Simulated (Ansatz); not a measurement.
# NaSnF3 (model cell, started as cubic perovskite with Sn in the octahedra): following an unstable mode

Wanted: the energy along a soft mode of NaSnF3 (model cell, started as cubic perovskite with Sn in the octahedra) and the structure at the end.

Main program and level: Ansatz 0.2.0; DFT LDA, scalar-relativistic, plane waves, PAW; PAW set soft_1.

Report form: the programs' logs are mostly left out.

The structure was built from a prototype and need not be the compound's stable phase.

## 1. Set-up

Symmetry: Pm-3m, No. 221, cubic system. The conventional cell has a = 4.550 Å, b = 4.550 Å, c = 4.550 Å, α = 90.00°, β = 90.00°, γ = 90.00°. Nearest to Na lie 12 F at 3.22 Å. Nearest to Sn lie 6 F at 2.27 Å. Nearest to F lie 2 Sn at 2.27 Å. Farther neighbours and most contacts between anions are not listed.

## 2. Phonons on a q mesh

The cell comes from relaxations at this level that are not shown. Stability and thermal properties need the whole zone. Linear response on a 2×2×2 q mesh gives force constants as far as a supercell of that size would, and the tensors from the zone-centre run are typed in so that the long-range dipole term is interpolated apart.

input.yaml reads:

```yaml
crystal:
  lattice:
    - [4.549909941, 0.0, 0.0]
    - [0.0, 4.549909941, 0.0]
    - [0.0, 0.0, 4.549909941]
  atoms:
    - { symbol: Na, position: [0.0, 0.0, 0.0] }
    - { symbol: Sn, position: [0.5, 0.5, 0.5] }
    - { symbol: F, position: [0.5, 0.5, 0.0] }
    - { symbol: F, position: [0.5, 0.0, 0.5] }
    - { symbol: F, position: [0.0, 0.5, 0.5] }
kpoints:
  mp_grid: { grid: [12, 12, 12] }
hamiltonian:
  xc: lda
  pseudopotentials: { kind: paw, azcp: { folder: soft_1 }, xc_functional: pbe }
scf:
  occupations: { method: fixed }
output:
  eigenvalues: true
phonons:
  method: dfpt
  qmesh: [2, 2, 2]
  temperatures: { t_max: 1000, t_step: 50 }
  qpath:
    path:
      - [[0.0, 0.0, 0.0], [0.0, 0.5, 0.0], [0.5, 0.5, 0.0], [0.0, 0.0, 0.0], [0.5, 0.5, 0.5], [0.0, 0.5, 0.0]]
      - [[0.5, 0.5, 0.5], [0.5, 0.5, 0.0]]
    npoints: 10
  non_analytic_term:
    high_frequency_dielectric_tensor: [[4.0829, 0.0, 0.0], [0.0, 4.0829, 0.0], [0.0, 0.0, 4.0829]]
    born_effective_charges:
      - { species: Na, tensor: [[1.2732, 0.0, 0.0], [0.0, 1.2732, 0.0], [0.0, 0.0, 1.2732]] }
      - { species: Sn, tensor: [[3.4305, 0.0, 0.0], [0.0, 3.4305, 0.0], [0.0, 0.0, 3.4305]] }
      - { species: F, tensor: [[-0.2891, 0.0, 0.0], [0.0, -0.2891, 0.0], [0.0, 0.0, -4.1255]] }
      - { species: F, tensor: [[-0.2891, 0.0, 0.0], [0.0, -4.1255, 0.0], [0.0, 0.0, -0.2891]] }
      - { species: F, tensor: [[-4.1255, 0.0, 0.0], [0.0, -0.2891, 0.0], [0.0, 0.0, -0.2891]] }
    source: "zone-centre run at this cell"
```

Command:

```console
> ansatz run input.yaml --threads 4 --pin off --max-ram 16384MiB --backend cpu --events-out ev --progress --plain --runs-dir out
```

The job ended after 6.3 min (4 threads of Arm Neoverse V2, shared host; peak memory 2.1 GiB).

This step gave:

| Property | Result |
| --- | --- |
| gap on the k-mesh | 0.4327 eV |
| volume per atom | 18.84 Å³ |
| sum-rule residual before enforcement | 4.54e-5 eV/Å² |
| lowest frequency on the path | -192.9 cm⁻¹ |
| point group | m-3m |
| highest frequency on the path or at a solved wavevector | 394.6 cm⁻¹ |
| highest optical mode at the zone centre (no LO-TO term) | 155.8 cm⁻¹ |
| lowest optical zone-centre mode | -192.8 cm⁻¹ |
| lowest mode on the q mesh (acoustic modes at Γ apart) | -192.8 cm⁻¹ |

Frequencies (cm⁻¹) solved at each irreducible wavevector; negative means imaginary. Frequencies by wavevector, by row:

```tsv
q in reciprocal lattice units	star	mode 1	mode 2	mode 3	mode 4	mode 13	mode 14	mode 15
0 0 0	1	-192.8	-192.8	-192.8	-99.8	155.8	155.8	155.8
0 0 -0.5	3	-164.3	-164.3	-124.5	-124.5	134.2	190.4	394.6
0 -0.5 -0.5	3	-137.8	-137.8	-127.2	-115.3	190.6	336.3	391.3
-0.5 -0.5 -0.5	1	-132.6	-132.6	-132.6	-127.6	336.1	336.1	377.6
```

Interpolated from a 2×2×2 q mesh, with the LO-TO term (at Γ the limit along the path; where Γ stands inside the path, tables give the limit on arrival). Phonon branches along the path, in cm⁻¹:

```tsv
point	branch 1	branch 2	branch 3	branch 4	branch 12	branch 13	branch 14	branch 15
Γ	-193	-193	-178	-100	80	156	156	375
halfway	-181	-181	-137	-109	136	148	148	385
X	-164	-164	-125	-125	134	134	190	395
halfway	-146	-135	-126	-114	143	190	250	387
M	-138	-138	-127	-115	191	191	336	391
halfway	-167	-149	-110	-110	140	148	222	366
Γ	-193	-193	-178	-100	80	156	156	375
halfway	-141	-141	-116	-106	144	226	226	350
R	-132	-132	-132	-128	167	336	336	378
halfway	-131	-127	-123	-121	186	230	260	378
X	-164	-164	-125	-125	134	134	190	395
jump to R	-132	-132	-132	-128	167	336	336	378
halfway	-134	-134	-127	-116	183	239	336	381
M	-138	-138	-127	-115	191	191	336	391
```

Symmetry leaves 4 wavevectors to solve. The lowest mode among them, the acoustic zeros apart, lies at Γ and is imaginary, 192.8i cm⁻¹, so the energy falls along it.

## 3. The mode frozen in, largest atomic shift 0 Å

The mode followed lies at Γ with frequency 192.9i cm⁻¹ and is 3-fold degenerate, the softest among the wavevectors solved. At small amplitude the distorted cell has space group no. 99 by a symmetry search on the positions. The undistorted cell that holds it gives the zero of energy on the same k mesh.

input.yaml, the sections that differ from step 2:

```yaml
scf:
  occupations: { method: gaussian, width: 0.02 }
output:
  forces: true
  stress: true
  eigenvalues: true
# crystal, kpoints, hamiltonian: as in step 2
# phonons: removed
```

Elapsed: 3.5 s, on 4 threads; peak memory 0.45 GiB; 13 s of CPU time.

This step gave:

* pressure: -0.007401 GPa
* energy from the undistorted cell: 0 meV/atom

At this level the gap is 0.43 eV on the k-mesh of the self-consistent run, which can miss the band edges.

## 4. The mode frozen in, largest atomic shift 0.32 Å

The atoms are moved along the unstable eigenvector, the largest shift by 0.32 Å, with the cell fixed.

input.yaml, the sections that differ from step 3:

```yaml
crystal:
  lattice:
    - [4.549909941, 0.0, 0.0]
    - [0.0, 4.549909941, 0.0]
    - [0.0, 0.0, 4.549909941]
  atoms:
    - { symbol: Na, position: [0.0, -0.0275178542, 0.0] }
    - { symbol: Sn, position: [0.5, 0.4979613752, 0.5] }
    - { symbol: F, position: [0.5, 0.5581841571, 0.0] }
    - { symbol: F, position: [0.5, -0.0703310624, 0.5] }
    - { symbol: F, position: [0.0, 0.5581841571, 0.5] }
output:
  forces: true
  stress: true
  eigenvalues: true
  write_density: true
  write_potential: true
  elf: true
  volumetric_format: npy
# kpoints, hamiltonian, scf: as in step 3
```

Wall time 22 s (4 threads); peak memory 0.62 GiB; 85 s of CPU time.

This step gave:

* pressure: 0.3920 GPa
* gap on the k-mesh: 1.545 eV
* energy from the undistorted cell: -29.25 meV/atom

The energy, extrapolated to zero smearing, is -29.25 meV/atom against the undistorted cell.

The run ends at a pressure of 0.39 GPa, with forces up to 1.2 eV/Å.

## 5. Energy along the mode, all amplitudes (two of the runs are shown above)

An imaginary frequency means negative curvature, so the energy should fall and then rise again as anharmonic terms take over.

Numbers from this step:

| Item | Value |
| --- | --- |
| depth at the lowest point sampled | 29.25 meV/atom |
| largest atomic shift at that point | 0.32 Å |

Energy from the parent against largest atomic shift:

```tsv
largest atomic shift (Å)	energy from the parent (meV/atom)
0.000	0
0.040	-1.05
0.080	-4.06
0.140	-11.3
0.220	-22.6
0.320	-29.2
0.450	3.02
0.600	171
```

Displacement at unit largest shift by atom:

```tsv
atom	x (Å)	y (Å)	z (Å)	size
Na1	0.00	-0.39	0.00	0.39
Sn2	0.00	-0.03	0.00	0.03
F3	0.00	0.83	0.00	0.83
F4	0.00	-1.00	0.00	1.00
F5	0.00	0.83	0.00	0.83
```

The lowest of the steps tried is at 0.32 Å, 29.2 meV/atom below the parent; the bottom of the well need not coincide with a step.

## 6. Relaxing from the distorted cell

Starting from the lowest point found, all atoms and the cell are let go, so that strain and other modes of the same symmetry can join in.

input.yaml, as its differences from that of step 4:

```diff
@@ -17,3 +17,3 @@
 scf:
-  occupations: { method: gaussian, width: 0.02 }
+  occupations: { method: fixed }
 output:
@@ -22,5 +22,6 @@
   eigenvalues: true
-  write_density: true
-  write_potential: true
-  elf: true
-  volumetric_format: npy
+relax:
+  adjacent_minimum: "off"
+  f_tol: 0.002
+  max_steps: 120
+  cell: { stress_tol: 0.03 }
```

The job ended after 6.4 min (4 threads; peak memory 0.73 GiB; 25 min of CPU time).

Step by step (22 of 28):

```tsv
step	energy less that of the first step (eV)	largest force component (eV/Å)	pressure (GPa)	volume (Å³)
1	0.0000	1.2217	0.39	94.19
2	-0.2866	0.5574	-0.82	94.22
4	-0.6428	0.2563	-0.87	94.15
5	-0.6467	0.6570	-0.62	92.84
6	-0.6730	0.2771	1.74	89.55
7	-0.6822	0.0288	0.05	92.78
9	-0.6816	0.0021	-0.01	93.29
10	-0.6816	0.0006	0.00	93.27
11*	-0.7046	0.0045	0.32	93.27
13	-0.7109	0.0283	0.03	95.85
14	-0.7116	0.0177	-0.02	95.62
15	-0.7118	0.0060	0.00	95.54
16	-0.7118	0.0010	0.00	95.58
18	-0.7196	0.0092	0.09	96.45
19	-0.7189	0.0482	0.13	96.86
20	-0.7182	0.0073	-0.02	97.19
22*	-0.7223	0.0007	0.02	97.16
23	-0.7216	0.0048	0.01	97.58
24	-0.7204	0.1750	-0.28	97.69
25	-0.7215	0.0004	0.00	97.63
27	-0.7222	0.0011	0.00	97.82
28*	-0.7226	0.0011	0.00	97.82
```

Relaxation steps marked * repeat the geometry before them on a plane-wave basis chosen anew for their cell, so energy and pressure can jump there. Other such steps can lie between the rows shown. Relaxation step 24 was tried and not accepted.

The run keeps the 8 symmetry operations that it works with, so distortions that break them were not tested.

```tsv
cell as run	before	after	change
a (Å)	4.550	4.295	-5.6 %
b (Å)	4.550	5.302	+16.5 %
c (Å)	4.550	4.295	-5.6 %
volume (Å³/atom)	18.84	19.56	+3.9 %
```

The atoms that moved most (Å, as changes of fractional coordinates times the final cell):

```tsv
atom	dx	dy	dz	length
Na1	0.000	-0.776	0.000	0.776
F3	0.000	0.410	0.000	0.410
F5	0.000	0.410	0.000	0.410
F4	0.000	-0.146	0.000	0.146
Sn2	0.000	0.103	0.000	0.103
```

The relaxed structure:

```cif
data_structure
_symmetry_space_group_name_H-M 'P 1'
_symmetry_Int_Tables_number 1
_cell_length_a 4.2954
_cell_length_b 5.3019
_cell_length_c 4.2954
_cell_angle_alpha 90.000
_cell_angle_beta 90.000
_cell_angle_gamma 90.000
_cell_volume 97.82
loop_
_atom_site_label
_atom_site_type_symbol
_atom_site_fract_x
_atom_site_fract_y
_atom_site_fract_z
_atom_site_occupancy
Na1 Na 0.00000 0.82613 0.00000 1
Sn2 Sn 0.50000 0.51742 0.50000 1
F3 F 0.50000 0.63544 0.00000 1
F4 F 0.50000 0.90204 0.50000 1
F5 F 0.00000 0.63544 0.50000 1
```

Numbers from this step:

```yaml
pressure: 0.003827 GPa
gap_on_the_k_mesh: 3.229 eV
volume_per_atom: 19.56 Å³
```

The distorted start has space group P4mm; the relaxation ends in P4mm.

## 7. The new phase in its own primitive cell

The relaxed structure is symmetrised, reduced to its primitive cell and relaxed tightly, as its phonons need.

input.yaml, the sections that differ from step 6:

```yaml
crystal:
  lattice:
    - [4.2954068991, 0.0, 0.0]
    - [0.0, 4.2954068991, 0.0]
    - [0.0, 0.0, 5.3019364842]
  atoms:
    - { symbol: Na, position: [0.0, 0.0, 0.1738713833] }
    - { symbol: Sn, position: [0.5, 0.5, 0.4825756833] }
    - { symbol: F, position: [0.5, 0.0, 0.364558269] }
    - { symbol: F, position: [0.5, 0.5, 0.0979556225] }
    - { symbol: F, position: [0.0, 0.5, 0.364558269] }
kpoints:
  mp_grid: { grid: [6, 6, 4] }
relax:
  adjacent_minimum: "off"
  f_tol: 0.001
  max_steps: 60
  cell: { stress_tol: 0.01 }
# hamiltonian, scf, output: as in step 6
```

Wall time 8.7 s (4 threads); peak memory 0.38 GiB.

The steps of the relaxation:

```tsv
step	energy less that of the first step (eV)	largest force component (eV/Å)	pressure (GPa)	volume (Å³)
1	0.0000	0.0004	0.01	97.82
2	0.0001	0.0008	0.00	97.87
3	0.0002	0.0005	0.00	97.92
4*	0.0000	0.0005	0.00	97.92
```

Relaxation steps marked * repeat the geometry before them on a plane-wave basis chosen anew for their cell, so energy and pressure can jump there.

Forces are held to the 8 operations that the run works with; a distortion that breaks them can't arise in this run.

```tsv
conventional cell, symmetrised	before	after	change
a (Å)	4.295	4.295	-0.0 %
b (Å)	4.295	4.295	-0.0 %
c (Å)	5.302	5.308	+0.1 %
volume (Å³/atom)	19.56	19.58	+0.1 %
```

Final coordinates:

```xyz
5
Lattice="4.2950 0.0000 0.0000 0.0000 4.2950 0.0000 0.0000 0.0000 5.3081" Properties=species:S:1:pos:R:3 pbc="T T T"
Na    0.0000    0.0000    0.9233
Sn    2.1475    2.1475    2.5605
F     2.1475    0.0000    1.9348
F     2.1475    2.1475    0.5213
F     0.0000    2.1475    1.9348
```

A gap read on the k-mesh alone can miss the band edges.

This step gave:

| Quantity | Value |
| --- | --- |
| pressure | 0.002957 GPa |
| gap on the k-mesh | 3.230 eV |
| volume per atom | 19.58 Å³ |
| direct gap on mesh | 3.796 eV |

The largest force component left is 0.48 meV/Å and the pressure is 0.003 GPa, within the tolerances set. The cell now holds 19.58 Å³/atom.

## 8. Modes of the new phase, k-mesh 6×6×4

A relaxed structure may still be a saddle point, so its zone-centre modes are computed. The response to a homogeneous field gives the Born charges and the dielectric tensor.

input.yaml, the sections that differ from step 7:

```yaml
crystal:
  lattice:
    - [4.2949952058, 0.0, 0.0]
    - [0.0, 4.2949952058, 0.0]
    - [0.0, 0.0, 5.3080624407]
  atoms:
    - { symbol: Na, position: [0.0, 0.0, 0.1739425923] }
    - { symbol: Sn, position: [0.5, 0.5, 0.4823758626] }
    - { symbol: F, position: [0.5, 0.0, 0.3644957786] }
    - { symbol: F, position: [0.5, 0.5, 0.098209215] }
    - { symbol: F, position: [0.0, 0.5, 0.3644957786] }
output:
  eigenvalues: true
phonons:
  method: dfpt
  dielectric: true
  rigid_motions: translations
# kpoints, hamiltonian, scf: as in step 7
# relax: removed
```

Wall time 69 s (4 threads); peak memory 1 GiB; 4.3 min of CPU time.

Numbers from this step:

| Quantity | Value |
| --- | --- |
| sum-rule residual before enforcement | 7.66e-5 eV/Å² |
| miss of the charge sum rule | 0.001213 e |
| estimated error of the dielectric tensor | 0.005656 |
| estimated error of the Born charges | 0.01565 e |
| point group | 4mm |
| highest optical mode at the zone centre (no LO-TO term) | 408.7 cm⁻¹ |
| lowest optical zone-centre mode | -62.57 cm⁻¹ |
| mean high-frequency dielectric constant | 2.580 |
| largest Born charge (third of the trace) | 2.792 e |
| top of the zone-centre spectrum with the field | 475.3 cm⁻¹ |

Without the LO-TO term. Patterns of degenerate modes are one choice out of their space. Modes at Γ, with each element's share of the kinetic energy (negative means imaginary):

```tsv
mode	frequency (cm⁻¹)	symmetry	Na %	Sn %	F %
1	-62.6	E	27	0	72
2	-62.6	E	27	0	72
3	0.0	acoustic	12	60	29
4	0.0	acoustic	12	60	29
5	0.0	acoustic	12	60	29
6	140.4	E	55	2	43
7	140.4	E	55	2	43
8	147.3	A1	87	11	1
9	151.8	E	6	37	57
10	151.8	E	6	37	57
11	201.7	B1	0	0	100
12	265.6	A1	1	15	84
13	309.0	E	0	1	99
14	309.0	E	0	1	99
15	408.7	A1	0	13	86
```

Displacements in mode 2 (-62.6 cm⁻¹), the largest set to 1:
```
Na1  0.02 -0.76  0.00
Sn2  0.00  0.02  0.00
F3   0.02  0.52  0.00
F4  -0.02  1.00  0.00
F5  -0.01 -0.75  0.00
```

Displacements in mode 10 (151.8 cm⁻¹), the largest set to 1:
```
Na1  0.03 -0.43  0.00
Sn2 -0.04  0.47  0.00
F3   0.08 -0.49  0.00
F4   0.07 -0.95  0.00
F5   0.04 -1.00  0.00
```

Optical modes at the zone centre, without and with the macroscopic field of the longitudinal modes; each column is sorted by frequency, so a row need not hold one and the same mode. Modes with and without the field, by row:

```tsv
rank among optical modes	no field (cm⁻¹)	q along (1, 0, 0) (cm⁻¹)	q along (0, 0, 1) (cm⁻¹)
1	-62.6	-62.6	-62.6
2	-62.6	63.9	-62.6
3	140.4	140.4	140.4
4	140.4	141.7	140.4
5	147.3	147.3	151.8
6	151.8	151.8	151.8
7	151.8	201.7	160.6
8	201.7	222.1	201.7
9	265.6	265.6	275.5
10	309	309	309
11	309	408.7	309
12	408.7	424.8	475.3
```

Born charge (rows field, columns displacement) (e), principal values of the symmetric part by kind of site:

```tsv
atom	atoms with these values	low	middle	high	mean
Na1	1	0.96	1.18	1.18	1.11
Sn2	1	2.19	3.09	3.09	2.79
F3	2	-2.92	-0.60	-0.54	-1.35
F4	1	-1.95	-0.82	-0.82	-1.20
```

In full for F3:

```
-0.54  0.00  0.00
 0.00 -2.92  0.00
 0.00  0.00 -0.60
```

High-frequency dielectric tensor:

```
2.70 0.00 0.00
0.00 2.70 0.00
0.00 0.00 2.35
```

Transverse modes; imaginary modes are left out. Infrared lines, with heights relative to the strongest:

```tsv
position (cm⁻¹)	label	relative intensity
140	E	8.8
147	A1	5.6
152	E	73
202	B1	0.0
266	A1	7.0
309	E	100
409	A1	47
```

Before it was imposed, the acoustic sum rule was missed by 7.7e-5 eV/Å² and the charge sum rule by 0.0012 e. Small misses are needed for a sound result but don't prove that mesh and cutoff are converged. The lowest optical mode is imaginary, 62.6i cm⁻¹, so the energy falls along it.

The log warns of the k mesh: “the force constants stand on the 6×6×4 k-mesh, whose period is 13.65 times the interband length at k = (0.0000, 0.0000, -0.5000), direct gap 4.025 eV, under 14: take them and everything formed from them as unconverged”.

## 9. Outcome

| Property | Result |
| --- | --- |
| unstable mode of the parent | q = (0, 0, 0), 193i cm⁻¹ |
| depth at the lowest point sampled | 29.2 meV/atom |
| largest atomic shift at that point | 0.32 Å |
| space group reached (within 0.01 Å) | P4mm |
| energy gained over the parent (first relaxation, on the mesh of the frozen mode) | 174 meV/atom |
| volume per atom, phase reached | 19.6 Å³ |
| gap on the k-mesh, phase reached | 3.23 eV |
| lowest optical zone-centre mode, phase reached | -62.6 cm⁻¹ |
| highest optical mode at the zone centre (no LO-TO term), phase reached | 409 cm⁻¹ |

In words: Along this mode the structure falls into P4mm, 174 meV/atom below the parent. At the parent's cell the well is 29.25 meV/atom deep on the steps tried, with its lowest point at a shift of 0.32 Å. Relaxing atoms and cell changes the gain by +144.53 meV/atom against the lowest step (energies at zero smearing). Most of the total comes from this relaxation. The new phase still has an imaginary mode at the zone centre of its cell, so it is a saddle point on the way to a lower structure. Of the 6 patterns followed to their end from this parent, this one ends 11.0 meV/atom above the lowest, R3m. Each path keeps the symmetry of its pattern, so a lower phase may lie along a pattern not tried. With the field response the log warns that the k mesh is coarse for the force constants too, so the frequencies may not be converged. Spin-orbit coupling is left out, which can matter for the heavy elements here. The PAW files were made for PBE and serve the other functionals too. The starting cell was built on a prototype and not taken from a measurement, so the phase need not exist.

[Logs are printed without paths, hosts, clocks, repeated set-up lines and the standing remarks that a program may print on its own settings, such as how far it seeks lower states.]

[Hosts, paths, dates, database ids (printed as entryN), source tags and the programs' standing remarks are cut or masked in the printed files.]
